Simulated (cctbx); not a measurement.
## Absolute structure of KCdI3

Space group P3_2 (no. 145), a = 8.1930 Å, b = 8.1930 Å, c = 10.5080 Å, α = 90.00°, β = 90.00°, γ = 120.00°.

```csv
atom,mult.,x,y,z,Ueq (Å²)
I1,3,0.5044,0.7069,0.5855,0.0111
I2,3,0.5006,0.1622,0.5928,0.0104
I3,3,0.9679,0.1516,0.5898,0.0147
Cd1,3,0.6743,0.0125,0.4498,0.0158
K1,3,0.0020,0.6712,0.6290,0.0215
```

This is a model crystal, built by substitution and not relaxed, with assumed displacement parameters.

Data sets are simulated with cctbx and refined with Bijvoet mates kept apart; Flack x is then fitted as the share of an inverted twin with the atoms fixed, Hooft y from the Bijvoet differences. The group has rotations alone, so the crystal has a hand.

Untwinned crystal. What Flack and Hooft values should come out?

```csv
λ (Å),extinction (unmodelled),d min (Å),top counts,error (%),model,R1,Flack x,s.u.,Hooft y,s.u.,pairs
0.71073,0.1,0.77,20000,2,as given,0.0243,0.00,0.08,0.013,0.049,938
1.54184,0.1,0.83,20000,3,as given,0.0177,-0.014,0.016,0.004,0.014,739
```

With Mo Kα, x is within 3 s.u. of 0, so the hand is right, though an s.u. above 0.04 can't exclude a small twin share. With Cu Kα, x is within 3 s.u. of 0, so the hand is right.

A further crystal gives:

| λ (Å) | extinction (unmodelled) | d min (Å) | top counts | error (%) | model | R1 | Flack x | s.u. | Hooft y | s.u. | pairs |
| --- | --- | --- | --- | --- | --- | --- | --- | --- | --- | --- | --- |
| 0.4959 | 0.1 | 0.6 | 40000 | 3 | as given | 0.0199 | 0.34 | 0.08 | 0.221 | 0.057 | 1971 |

**Question.** What is it?

It was simulated as an inversion twin with a fraction 0.3 of the inverted domain. Flack x is over 3 s.u. from both 0 and 1 and reads that fraction.

[Logs are printed without paths, hosts, clocks, repeated set-up lines and the standing remarks that a program may print on its own settings, such as how far it seeks lower states.]
